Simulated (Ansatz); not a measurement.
# NH3 on Ta(110), ontop start, 2x2 cell: photoemission fingerprints, part 3 of 4

What would XPS and UPS show for NH3 on Ta(110), ontop start, 2x2 cell? Spin–orbit coupling is left out of the bands throughout.

Ansatz 0.2.0; DFT, PBE, plane-wave PAW, default files, scalar-relativistic.

So far, work function, upper face (eV): step 2 (the clean face) 4.79; step 3 (relaxing the atoms) 2.56.

## (4) Bands by layer

This is the main run. States are solved along the surface zone's path and weighed by where they lie along the normal, since photoemission sees the top layers. The cell holds 4 small cells, so the bands are unfolded.

File input.yaml:

```yaml
crystal:
  lattice:
    - [6.62, 0.0, 0.0]
    - [3.31, 4.6810468915, 0.0]
    - [0.0, 0.0, 24.5515703372]
  atoms:
    - { symbol: H, position: [0.1467670714, -0.0002761905, 0.7060160581] }
    - { symbol: H, position: [0.8391368914, 0.1780287003, 0.7065519848] }
    - { symbol: H, position: [0.0167479572, 0.8221688195, 0.7065464046] }
    - { symbol: "N", position: [0.0007025508, -2.28775e-05, 0.6922577638] }
    - { symbol: Ta, position: [-0.0036549163, -7.276e-07, 0.597668801] }
    - { symbol: Ta, position: [0.5030309551, -5.7421e-06, 0.5872220014] }
    - { symbol: Ta, position: [0.0009678072, 0.4980115258, 0.5862457511] }
    - { symbol: Ta, position: [0.4989716259, 0.5019945017, 0.5862457756] }
    - { symbol: Ta, position: [0.7507411815, 0.4983772682, 0.495290564] }
    - { symbol: Ta, position: [0.2491190803, 0.5016225467, 0.4952901585] }
    - { symbol: Ta, position: [0.7500345036, 4.75e-08, 0.4965005304] }
    - { symbol: Ta, position: [0.2499295343, -1.43e-08, 0.4969244969] }
    - { symbol: Ta, position: [0.0, 0.0, 0.400810348] }
    - { symbol: Ta, position: [0.5, 0.0, 0.400810348] }
    - { symbol: Ta, position: [0.0, 0.5, 0.400810348] }
    - { symbol: Ta, position: [0.5, 0.5, 0.400810348] }
    - { symbol: Ta, position: [0.75, 0.5, 0.305479442] }
    - { symbol: Ta, position: [0.25, 0.5, 0.305479442] }
    - { symbol: Ta, position: [0.75, 0.0, 0.305479442] }
    - { symbol: Ta, position: [0.25, 0.0, 0.305479442] }
kpoints:
  mp_grid: { grid: [8, 8, 1] }
scf:
  occupations: { method: fermi_dirac, width: 0.05 }
  n_extra_bands: 22
hamiltonian:
  xc: pbe
  pseudopotentials: { kind: paw }
output:
  forces: true
  write_potential: true
  volumetric_format: []
  efg: { contact_densities: true }
  dos:
    projected:
      site_lists:
        adsorbate: [0, 1, 2, 3]
        layer_1: [4, 5, 6, 7]
        layer_2: [8, 9, 10, 11]
        layer_3: [12, 13, 14, 15]
        other_layers: [16, 17, 18, 19]
    de: 0.05
    e_range: [-30, 12]
    method: { smearing: { sigma: 0.15, scheme: gaussian } }
  eigenstates:
    kpoints:
      - [0.0, 0.0, 0.0]
      - [-0.125, 0.0, 0.0]
      - [-0.25, 0.0, 0.0]
      - [-0.375, 0.0, 0.0]
      - [0.5, 0.0, 0.0]
      - [0.375, 0.0, 0.0]
      # [... 26 more points ...]
      - [-0.14285714, 0.14285714, 0.0]
      - [-0.07142857, 0.07142857, 0.0]
    e_range: [-8.0, 4.0]
    unfold:
      supercell_matrix: [[2, 0, 0], [0, 2, 0], [0, 0, 1]]
      layers:
        axis: 3
        edges: [0.142557, 0.424838, 0.424938, 0.571045, 0.571145, 0.869473]
efield:
  axis: 3
  dipole_correction: true
```

The run is started by

```console
ansatz run input.yaml --threads 8 --pin off --max-ram 20480MiB --backend cpu --events-out ev --progress --plain --runs-dir out
```

Numbers of over 12 decimals in the logs are rounded to 6 here.

What it wrote:

```text
[...]
Ta: output.efg is read without spin–orbit coupling, which moves field gradients at and beside such atoms by some per cent and up to a factor of two; PAW files take it under magnetization.noncollinear and magnetization.spin_orbit
[...]
Crystal: 20 atoms, lattice volume = 760.817 Å³
Basis set: ecut = 420 eV, 14875 PW (Γ), exchange–correlation on 90×80×360 points (8 copies of the dense FFT grid, shifted against one another)
Bands: 130, of which v1, the nominal top of the filled ones, is band 108 counted from 1 (107 counted from 0)
Symmetry: 1 space group operations
[...]
k-points: 34 of 64 (time reversal used)
[...]
SCF iter   1: F=—  HF=-159340.767107 eV  |F-HF|=—  |Δ(HF+E_count)|=         —  Δρ=9.97e-3  dr2=3.32e1  ethr=1.77e-3  p=0.404 e·Å  D=9.62e-2 V/Å  ΔV_dip=-2.36 eV  dr2_dipole=1.87e1  V_vac-E_F(+/−)=2.78/5.15 eV  ⟨swp⟩=9.6  Hψ=19932  notcnv=0  defer=78
[...]
SCF iter   9: F=-159340.306481 eV  HF=-159340.306481 eV  |F-HF|=1.01e-8  |Δ(HF+E_count)|=   1.64e-7  Δρ=1.00e-6  dr2=2.05e-8  ethr=4.63e-11  p=0.388 e·Å  D=9.22e-2 V/Å  ΔV_dip=-2.26 eV  dr2_dipole=1.68e-9  V_vac-E_F(+/−)=2.57/4.83 eV  ⟨swp⟩=26.8  Hψ=38061  notcnv=0
WARN: efield: at this solve's end the planar-averaged density reaches 1.59e-5 e/Å³ inside the ramp window [0.9153, 0.0967] (bound 1e-5 e/Å³), and -6.12e-6 e/Å³ on another of its planes; by the running means of the window's planes the mean density over a ramp is at most 1.30e-5 e/Å³, which is held to the bound (the quickstart, § The vacuum guard, A window that rings); the window's nearer edge stands 5.12 Å from this s [...]
SCF 1 converged in 9 iterations: F = -159340.306481 eV  dr2 = 2.05e-8
[...]
efield: sawtooth ramp at fractional position 0.9560 (kept from the solve that this one continues, or follows in the run), width 0.1000; the density the first Hamiltonian is built on has a dipole p = 0.388 e·Å; the dipole correction subtracts the counter field D = 9.22e-2 V/Å, which shifts the + side's vacuum level by -2.26 eV against the − side's; the planar-averaged density in the ramp window peaks in size at 1.6e-5 e/Å³
[...]
SCF converged after 9 iterations
Free energy (F): -159340.306481 eV
[...]
Internal energy: -159340.123423 eV  (E = F + TS)
E sigma→0 (E₀):  -159340.214952 eV
Entropy (-TS):   -0.183059 eV (-9.153 meV/atom)
Fermi energy:    5.188674 eV
Dipole field:    D = 0.092162 V/Å  (p = 0.387498 e·Å, saw-weighted, corrected)
Work function:   Φ+ = 2.5691 eV   Φ− = 4.8317 eV
[...]
Vacuum region:   at the solve's end the planar-averaged density reaches 1.59e-5 e/Å³ inside the ramp window [0.9153, 0.0967] (bound 1e-5 e/Å³), and -6.12e-6 e/Å³ on another of its planes; by the running means of the window's planes the mean density over a ramp is at most 1.30e-5 e/Å³, which is held to the bound (the quickstart, § The vacuum guard, A window that rings)
[...]
--- Forces (eV/Å), atoms counted from 1 ---
  atom   1  H      0.01885311    -0.00025638    -0.00957951
  atom   2  H     -0.00415916     0.01018783    -0.01489796
  atom   3  H     -0.00352679    -0.00947536    -0.01488699
  atom   4  N     -0.00939831    -0.00044723     0.01009296
  atom   5  Ta    -0.00087620     0.00014572    -0.02142832
  atom   6  Ta     0.00249617     0.00006536     0.02361763
  atom   7  Ta     0.00032249    -0.00304797     0.02685575
  atom   8  Ta     0.00043390     0.00281313     0.02686479
  atom   9  Ta     0.00620005    -0.01165957     0.02757381
  atom  10  Ta     0.00616945     0.01168937     0.02759074
  atom  11  Ta    -0.04543699    -0.00000390    -0.00682552
  atom  12  Ta     0.03352957     0.00000763     0.01689884
  atom  13  Ta    -0.01135256     0.00000759    -0.33260038
  atom  14  Ta    -0.00373661    -0.00000393    -0.56158889
  atom  15  Ta     0.00140310    -0.00721378    -0.47794814
  atom  16  Ta     0.00140725     0.00719101    -0.47793521
  atom  17  Ta     0.00099133    -0.03266222     0.43167019
  atom  18  Ta     0.00094534     0.03265767     0.43167402
  atom  19  Ta    -0.05339388    -0.00001078     0.45542838
  atom  20  Ta     0.05913289     0.00001803     0.43937230
  max |Σ_I F_I| component: 5.15e-5 eV/Å
--- PAW observables at the nuclei: V_zz in 10²¹ V/m², potentials from the cell's mean, atoms counted from 1 ---
  atom   1  H  V_zz =    +3.472291   η = 0.0949   by run symmetry: allowed
            electrostatic potential = -38.360044 V   contact ρ = 3.141323 e/Å³
  atom   2  H  V_zz =    +3.477292   η = 0.0886   by run symmetry: allowed
            electrostatic potential = -38.324634 V   contact ρ = 3.139035 e/Å³
  atom   3  H  V_zz =    +3.476848   η = 0.0886   by run symmetry: allowed
            electrostatic potential = -38.324608 V   contact ρ = 3.138922 e/Å³
  atom   4  N  V_zz =    -5.658959   η = 0.0265   by run symmetry: allowed
            electrostatic potential = -510.703468 V   contact ρ = 1412.279594 e/Å³
  atom   5  Ta V_zz =   +21.558838   η = 0.3693   by run symmetry: allowed
            electrostatic potential = -14483.510459 V   contact ρ = 8154544.413268 e/Å³
  atom   6  Ta V_zz =   -16.635763   η = 0.5347   by run symmetry: allowed
            electrostatic potential = -14483.882757 V   contact ρ = 8154578.062860 e/Å³
  atom   7  Ta V_zz =   +14.392108   η = 0.5702   by run symmetry: allowed
            electrostatic potential = -14483.836776 V   contact ρ = 8154583.812789 e/Å³
  atom   8  Ta V_zz =   +14.391996   η = 0.5703   by run symmetry: allowed
            electrostatic potential = -14483.836782 V   contact ρ = 8154583.813152 e/Å³
  atom   9  Ta V_zz =    -6.624352   η = 0.5190   by run symmetry: allowed
            electrostatic potential = -14484.414736 V   contact ρ = 8154560.775323 e/Å³
  atom  10  Ta V_zz =    -6.625213   η = 0.5186   by run symmetry: allowed
            electrostatic potential = -14484.414761 V   contact ρ = 8154560.776730 e/Å³
  atom  11  Ta V_zz =    -1.701086   η = 0.8523   by run symmetry: allowed
            electrostatic potential = -14484.295170 V   contact ρ = 8154556.694325 e/Å³
  atom  12  Ta V_zz =    +2.456257   η = 0.9742   by run symmetry: allowed
            electrostatic potential = -14484.260109 V   contact ρ = 8154556.410063 e/Å³
  atom  13  Ta V_zz =    +5.845900   η = 0.8484   by run symmetry: allowed
            electrostatic potential = -14484.236045 V   contact ρ = 8154555.385708 e/Å³
  atom  14  Ta V_zz =    -5.226934   η = 0.9409   by run symmetry: allowed
            electrostatic potential = -14484.271335 V   contact ρ = 8154555.578319 e/Å³
  atom  15  Ta V_zz =    -6.711653   η = 0.5863   by run symmetry: allowed
            electrostatic potential = -14484.306864 V   contact ρ = 8154554.113518 e/Å³
  atom  16  Ta V_zz =    -6.711649   η = 0.5863   by run symmetry: allowed
            electrostatic potential = -14484.306852 V   contact ρ = 8154554.113752 e/Å³
  atom  17  Ta V_zz =   -16.438219   η = 0.5442   by run symmetry: allowed
            electrostatic potential = -14483.684511 V   contact ρ = 8154575.873275 e/Å³
  atom  18  Ta V_zz =   -16.438281   η = 0.5442   by run symmetry: allowed
            electrostatic potential = -14483.684514 V   contact ρ = 8154575.873297 e/Å³
  atom  19  Ta V_zz =   -16.264659   η = 0.5304   by run symmetry: allowed
            electrostatic potential = -14483.691764 V   contact ρ = 8154576.166404 e/Å³
  atom  20  Ta V_zz =   -16.193057   η = 0.5283   by run symmetry: allowed
            electrostatic potential = -14483.692066 V   contact ρ = 8154576.013719 e/Å³
--- Band table (eV; the first three rows and the last of 34) ---
  k-point 0: bands = [... 104 lower, 5.3182, 5.3598, 5.4983, 5.5982, 5.7494, 6.1888, 6.2037, 6.3763, ... 18 higher]
  k-point 1: bands = [... 104 lower, 5.3104, 5.4091, 5.4499, 5.7070, 5.7596, 5.9384, 5.9938, 6.0092, ... 18 higher]
  k-point 2: bands = [... 104 lower, 5.2629, 5.3764, 5.4069, 5.4999, 5.5126, 5.5860, 5.7418, 5.7626, ... 18 higher]
  k-point 33: bands = [... 104 lower, 4.7308, 4.7772, 4.8470, 4.8769, 4.8963, 4.9200, 5.1656, 5.2693, ... 18 higher]
```

Elapsed: 2.6 min, on 8 threads of Arm Neoverse V2, shared host; peak memory 6.1 GiB; 20 min of CPU time.

This step gave:

- free energy: -159340.3065 eV
- energy at zero smearing: -159340.2150 eV
- smearing term TS: 0.1831 eV
- Fermi energy: 5.189 eV
- share of occupied states in no projected shell: 0.018 of the occupied states in the window
- DOS at the Fermi level: 22.43 states/eV/cell
- work function, upper face: 2.569 eV
- work function, lower face: 4.832 eV

A(k,E), total over k along the path and E. Zero: Fermi level.

Ten even steps from '0' (0.01 eV⁻¹) to '9' (5.72 eV⁻¹), each cell a mean:
```
001312356634300222235522210220
200231127411310132111443310212
420035545522141013555211123234
121036787441012004675112455331
332266579643334136659853422533
347987675310134998666963223443
127854455333213885345565335531
787544422333479644443356565567
642212200310253221210147756556
000000000131000000000023366300
012000000233201100000122586320
331200001466532210000123621544
333210002135633221000213000233
431121012113442022002212000035
233013231220124202333120000001
002202212000000210221100000000
001110110200000111001110000000
000211111000000121111100000000
000112112000000011211200000000
000010110000000011111000000000
000011010000000002002000000000
000001210000000000220000000000
```
Columns: k along the path (Å⁻¹) from 0 to 5.89 (not evenly spaced); rows upwards: E (eV) from -7.7 to 2.13.

A(k,E), top over k along the path and E. Zero: Fermi level.

Ten even steps from '0' (0.00 eV⁻¹) to '9' (1.29 eV⁻¹), each cell a mean:
```
113447897635311445889732211121
211432239522421243222544321222
530133335334252013334321133346
131134466442023013444212588541
243255567752225235557643633632
337876665210133887665854435533
126866775222212776676456335531
564344422321266334443345555345
321211100210132121210147632333
000000000121000000000022222200
011000000132101100000011232220
331100001335532110000121210234
333210002123333320000111000013
110120012101111022001200000011
011022231100001102223010000000
000113321000000111331100000000
001111111000001111111100000000
211222222211121222222221111112
000123222000000112222101100000
000001200000000000110000000000
000000000000000001001000000000
000000100000000000110000000000
```
Columns: k along the path (Å⁻¹) from 0 to 5.89 (not evenly spaced); rows upwards: E (eV) from -7.7 to 2.13.

A(k,E), middle over k along the path and E. Zero: Fermi level.

Values in eV⁻¹, 12 rows by 16 columns, each cell a mean:
```
0.12 0.21 0.28 0.26 1.01 0.60 0.50 0.11 0.25 0.26 0.32 0.61 0.40 0.34 0.32 0.23
0.40 0.10 0.79 1.53 1.08 0.52 0.24 0.34 0.14 1.00 1.40 0.50 0.30 0.34 0.37 0.42
0.76 0.68 1.31 1.19 1.47 0.56 0.45 0.77 0.75 1.31 1.29 1.46 0.70 0.34 0.45 0.75
0.57 1.61 0.89 0.53 0.96 0.83 0.69 0.70 1.64 0.76 0.61 1.12 0.93 0.75 1.09 0.62
1.50 0.92 0.60 0.53 0.27 0.47 0.65 1.44 0.79 0.59 0.48 0.49 1.06 1.30 1.27 1.43
0.14 0.22 0.06 0.04 0.11 0.58 0.38 0.15 0.19 0.05 0.04 0.21 0.85 1.83 1.25 0.21
0.55 0.48 0.20 0.04 0.38 1.16 1.23 0.53 0.46 0.12 0.04 0.38 0.87 0.63 0.82 0.68
1.08 0.41 0.42 0.34 0.44 0.47 0.87 1.02 0.31 0.43 0.37 0.36 0.44 0.05 0.13 1.00
0.15 0.48 0.25 0.39 0.27 0.26 0.07 0.21 0.45 0.27 0.36 0.29 0.19 0.02 0.02 0.07
0.04 0.29 0.23 0.18 0.28 0.08 0.03 0.04 0.32 0.22 0.20 0.32 0.03 0.02 0.02 0.03
0.01 0.04 0.35 0.22 0.34 0.02 0.01 0.01 0.15 0.28 0.24 0.28 0.01 0.01 0.01 0.01
0.01 0.01 0.30 0.55 0.08 0.01 0.01 0.01 0.02 0.41 0.50 0.07 0.01 0.01 0.01 0.01
```
Columns: k along the path (Å⁻¹) from 0 to 5.89 (not evenly spaced); rows upwards: E (eV) from -7.7 to 2.13.

A(k,E), bottom over k along the path and E. Zero: Fermi level.

Ten even steps from '0' (0.00 eV⁻¹) to '9' (2.77 eV⁻¹), each cell a mean:
```
000400146734300120013423210220
200220016411310021001443310212
420024445512141013444210122224
021025667442012003564112466330
232256579643323125559753521522
337988886210133898887963223443
126953344322213885334565235531
687544321332368644432356555456
531111100310153111110047755446
000000000131000000000013355300
012000000233201100000021465320
331200001356532110000122411444
332210002134533220000212000133
431121011112332012002111000024
123012221110013202222120000001
001202212000000210221100000000
000110010100000011001110000000
000111011000000011001100000000
000012111000000001211100000000
000010110000000000110000000000
000011010000000001001000000000
000001100000000000110000000000
```
Columns: k along the path (Å⁻¹) from 0 to 5.89 (not evenly spaced); rows upwards: E (eV) from -7.7 to 2.13.

Peaks of A(k,E) at the labelled points: for each region the eleven nearest the zero at most, each over 6 % of that point's highest, less those above the energy where the solved bands run out; weight and spread sum the levels within three half widths or 0.3 eV, so near peaks share levels. Peaks of the spectral function, the first 40 of 158 rows:

| point | weight on | E (eV) | A (1/eV) | weight near the peak | rms spread of levels (eV) |
| --- | --- | --- | --- | --- | --- |
| (½,0) | total | -5.62 | 0.651 | 0.188 | 0 |
| (½,0) | total | -4.06 | 6.214 | 1.986 | 0.021 |
| (½,0) | total | -3.24 | 6.307 | 1.988 | 0.027 |
| (½,0) | total | -1.44 | 9.272 | 3.94 | 0.069 |
| (½,0) | total | -0.62 | 0.912 | 0.152 | 0.024 |
| (½,0) | total | -0.12 | 4.848 | 1.89 | 0.106 |
| (½,0) | total | 1.24 | 5.388 | 1.956 | 0.062 |
| (½,0) | top | -6.44 | 0.102 | 0.028 | 0 |
| (½,0) | top | -5.62 | 0.572 | 0.177 | 0 |
| (½,0) | top | -4.94 | 0.118 | 0.029 | 0 |
| (½,0) | top | -4.06 | 0.481 | 0.148 | 0.022 |
| (½,0) | top | -3.24 | 1.517 | 0.491 | 0.029 |
| (½,0) | top | -1.36 | 1.615 | 0.612 | 0.064 |
| (½,0) | top | -0.62 | 0.214 | 0.044 | 0.036 |
| (½,0) | top | -0.12 | 0.911 | 0.344 | 0.102 |
| (½,0) | top | 1.22 | 1.595 | 0.603 | 0.072 |
| (½,0) | middle | -4.06 | 3.356 | 1.077 | 0.019 |
| (½,0) | middle | -3.24 | 1.574 | 0.484 | 0.021 |
| (½,0) | middle | -1.46 | 3.625 | 1.539 | 0.066 |
| (½,0) | middle | -0.62 | 0.379 | 0.066 | 0.013 |
| (½,0) | middle | -0.12 | 1.827 | 0.765 | 0.118 |
| (½,0) | middle | 0.12 | 0.933 | 0.76 | 0.123 |
| (½,0) | middle | 1.24 | 1.196 | 0.437 | 0.065 |
| (½,0) | bottom | -4.06 | 2.373 | 0.76 | 0.022 |
| (½,0) | bottom | -3.24 | 3.212 | 1.012 | 0.028 |
| (½,0) | bottom | -1.46 | 4.383 | 1.758 | 0.057 |
| (½,0) | bottom | -0.62 | 0.319 | 0.042 | 0.017 |
| (½,0) | bottom | -0.1 | 2.116 | 0.78 | 0.092 |
| (½,0) | bottom | 1.24 | 2.625 | 0.915 | 0.046 |
| Γ | total | -4.46 | 3.279 | 0.989 | 0 |
| Γ | total | -1.46 | 3.613 | 1.081 | 0.025 |
| Γ | total | -1.04 | 3.659 | 1.011 | 0.032 |
| Γ | total | -0.62 | 3.058 | 0.686 | 0.01 |
| Γ | total | -0.3 | 6.625 | 1.921 | 0.016 |
| Γ | total | 0.38 | 6.093 | 3.167 | 0.128 |
| Γ | total | 1 | 6.125 | 1.992 | 0.079 |
| Γ | total | 1.8 | 1.633 | 0.802 | 0.149 |
| Γ | total | 2.1 | 2.323 | 1.512 | 0.108 |
| Γ | top | -1.46 | 0.73 | 0.226 | 0.043 |
| Γ | top | -1.04 | 0.981 | 0.273 | 0.057 |

The DOS has structure finer than the step of the table below, so its rows give means over 1 eV, whole bins alone (the curve runs from -21.2 to 1.93 eV). Peaks (eV: height): total -9.4: 14.2, -2.9: 18.5, -1.4: 30.2, -0.3: 27.7; Ta 5d -2.9: 15.4, -1.4: 28.9; Ta 6s -4.1: 4.12, -3.7: 3.62, -0.3: 2.72; N 2p -9.4: 9.37, -5.9: 2.18; Ta 6p* -9.4: 0.275, -2.9: 0.392, -0.1: 1.66, 0.4: 1.58.

* holds the states left over by the projection beside any projected weight of its own. DOS against E, zero at the Fermi level; means over each step; values in states/eV/cell:

| E (eV) | total | Ta 5d | Ta 6s | N 2p | Ta 6p* | H 1s | N 2s |
| --- | --- | --- | --- | --- | --- | --- | --- |
| -20 | 0.0140 | 1.6e-4 | 9.8e-5 | 2.1e-4 | 2.6e-5 | 0.00465 | 0.00861 |
| -19 | 1.99 | 0.0228 | 0.0139 | 0.0298 | 0.00367 | 0.661 | 1.23 |
| -18 | 0 | 0 | 0 | 0 | 0 | 0 | 0 |
| -17 | 0 | 0 | 0 | 0 | 0 | 0 | 0 |
| -16 | 0 | 0 | 0 | 0 | 0 | 0 | 0 |
| -15 | 0 | 0 | 0 | 0 | 0 | 0 | 0 |
| -14 | 0 | 0 | 0 | 0 | 0 | 0 | 0 |
| -13 | 0 | 0 | 0 | 0 | 0 | 0 | 0 |
| -12 | 0 | 0 | 0 | 0 | 0 | 0 | 0 |
| -11 | 0 | 0 | 0 | 0 | 0 | 0 | 0 |
| -10 | 0.837 | 0.00742 | 6.5e-4 | 0.554 | 0.0164 | 0.259 | 0 |
| -9 | 3.16 | 0.0281 | 0.00227 | 2.09 | 0.0614 | 0.979 | 5.4e-6 |
| -8 | 0.0409 | 1.5e-4 | 0.0399 | 4.9e-4 | 3.6e-4 | 2.2e-5 | 0 |
| -7 | 0.888 | 0.0127 | 0.833 | 0.0259 | 0.0152 | 8.9e-4 | 2.6e-4 |
| -6 | 3.24 | 0.234 | 1.74 | 1.13 | 0.0623 | 0.0299 | 0.0401 |
| -5 | 3.46 | 0.701 | 2.30 | 0.325 | 0.103 | 0.0103 | 0.0206 |
| -4 | 8.74 | 4.99 | 3.48 | 0.0665 | 0.192 | 0.00503 | 0.00984 |
| -3 | 14.6 | 11.7 | 2.55 | 0.0417 | 0.306 | 0.00447 | 0.00843 |
| -2 | 11.2 | 10.4 | 0.553 | 0.0124 | 0.265 | 0.00483 | 0.00206 |
| -1 | 26.8 | 24.6 | 1.21 | 0.0239 | 0.874 | 0.0469 | 0.0201 |
| 0 | 21.9 | 18.3 | 1.99 | 0.0245 | 1.49 | 0.0744 | 0.0467 |
| 1 | 11.5 | 9.20 | 0.795 | 0.0145 | 1.38 | 0.100 | 0.0415 |

Sums over each group's atoms; a table of it gives point samples, which can step over narrow peaks. Table of DOS of the group by E, zero at the Fermi level; 7 of 11 lines; values in states/eV:

| E (eV) | other layers: Ta 5d | layer 1: Ta 5d | layer 2: Ta 5d | layer 3: Ta 5d | adsorbate: N 2p | other layers: Ta 6s | layer 1: Ta 6s |
| --- | --- | --- | --- | --- | --- | --- | --- |
| -8 | 0 | 0 | 0 | 0 | 0 | 1.2e-5 | 1.8e-5 |
| -6 | 0.0242 | 0.156 | 0.0474 | 0.0269 | 1.49 | 0.366 | 0.710 |
| -4 | 0.880 | 0.965 | 1.97 | 1.90 | 0.0714 | 0.840 | 0.775 |
| -2 | 1.69 | 1.97 | 1.64 | 1.61 | 0.00924 | 0.142 | 0.139 |
| 0 | 5.35 | 5.45 | 3.96 | 4.00 | 0.0272 | 0.727 | 0.666 |

This run's widths, added to any smearing of the DOS itself: Gaussian 0.3 eV, Lorentzian 0.2 eV plus 0.08 an eV of depth. Table of intensity by binding energy, zero at the Fermi level; values in % of the maximum within 13 eV:

| binding energy (eV) | 21.2 eV | 60 eV | 1486.7 eV | 5950 eV |
| --- | --- | --- | --- | --- |
| -1 | 3.08 | 3.53 | 3.04 | 3.12 |
| 0 | 48.5 | 51.5 | 48.5 | 49.5 |
| 1 | 97.8 | 99.0 | 97.7 | 98.0 |
| 2 | 43.3 | 44.4 | 43.1 | 43.4 |
| 3 | 47.4 | 48.6 | 48.7 | 51.4 |
| 4 | 22.6 | 27.5 | 24.2 | 28.1 |
| 5 | 8.89 | 28.0 | 7.48 | 10.4 |
| 6 | 9.51 | 51.2 | 3.85 | 5.80 |
| 7 | 2.68 | 12.2 | 1.63 | 2.73 |
| 8 | 2.86 | 14.1 | 0.768 | 1.03 |
| 9 | 12.0 | 66.1 | 0.718 | 0.654 |
| 10 | 8.14 | 44.6 | 0.505 | 0.445 |
| 11 | 1.84 | 9.66 | 0.284 | 0.289 |
| 12 | - | 4.18 | 0.218 | 0.223 |
| 13 | - | 2.54 | 0.186 | 0.183 |
| 14 | - | 1.94 | 0.172 | 0.158 |
| 15 | - | 1.82 | 0.176 | 0.146 |
| 16 | - | 2.15 | 0.209 | 0.150 |
| 17 | - | 3.39 | 0.315 | 0.188 |
| 18 | - | 7.73 | 0.682 | 0.340 |
| 19 | - | 19.5 | 1.68 | 0.764 |
| 20 | - | 11.7 | 1.02 | 0.474 |
| 21 | - | 4.24 | 0.383 | 0.196 |

Maxima picked by a test of local sharpness, so broad peaks and shoulders can be missing; peaks within 0.45 eV of a curve's cut are left out. Valence peaks, by row:

| photon energy (eV) | binding energy (eV) | height (% of the maximum within 13 eV) | main shell | its share (%) |
| --- | --- | --- | --- | --- |
| 21.2 | 9.4 | 17.65 | N 2p | 74.93 |
| 21.2 | 5.7 | 11.14 | N 2p | 69.82 |
| 21.2 | 2.85 | 48.63 | Ta 5d | 98.62 |
| 21.2 | 1.15 | 100 | Ta 5d | 99.37 |
| 60 | 19.2 | 20.4 | N 2s | 84.88 |
| 60 | 9.4 | 97.59 | N 2p | 92.59 |
| 60 | 5.75 | 58.88 | N 2p | 91.04 |
| 60 | 2.9 | 49.53 | Ta 5d | 90.98 |
| 60 | 1.1 | 100 | Ta 5d | 96.87 |
| 1487 | 2.85 | 49.84 | Ta 5d | 96.12 |
| 1487 | 1.15 | 100 | Ta 5d | 98.87 |
| 5950 | 2.9 | 52.24 | Ta 5d | 89.81 |
| 5950 | 1.15 | 100 | Ta 5d | 97.15 |

[end of part 3 of 4]

[Logs are printed without paths, hosts, clocks, repeated set-up lines and the standing remarks that a program may print on its own settings, such as how far it seeks lower states.]

[Hosts, paths, dates, database ids (printed as entryN), source tags and the programs' standing remarks are cut or masked in the printed files.]

[Maps of the electrostatic potential energy from Ansatz leave out the sawtooth potential of an applied field or a dipole correction, so their vacuum need not be flat; work functions include it.]
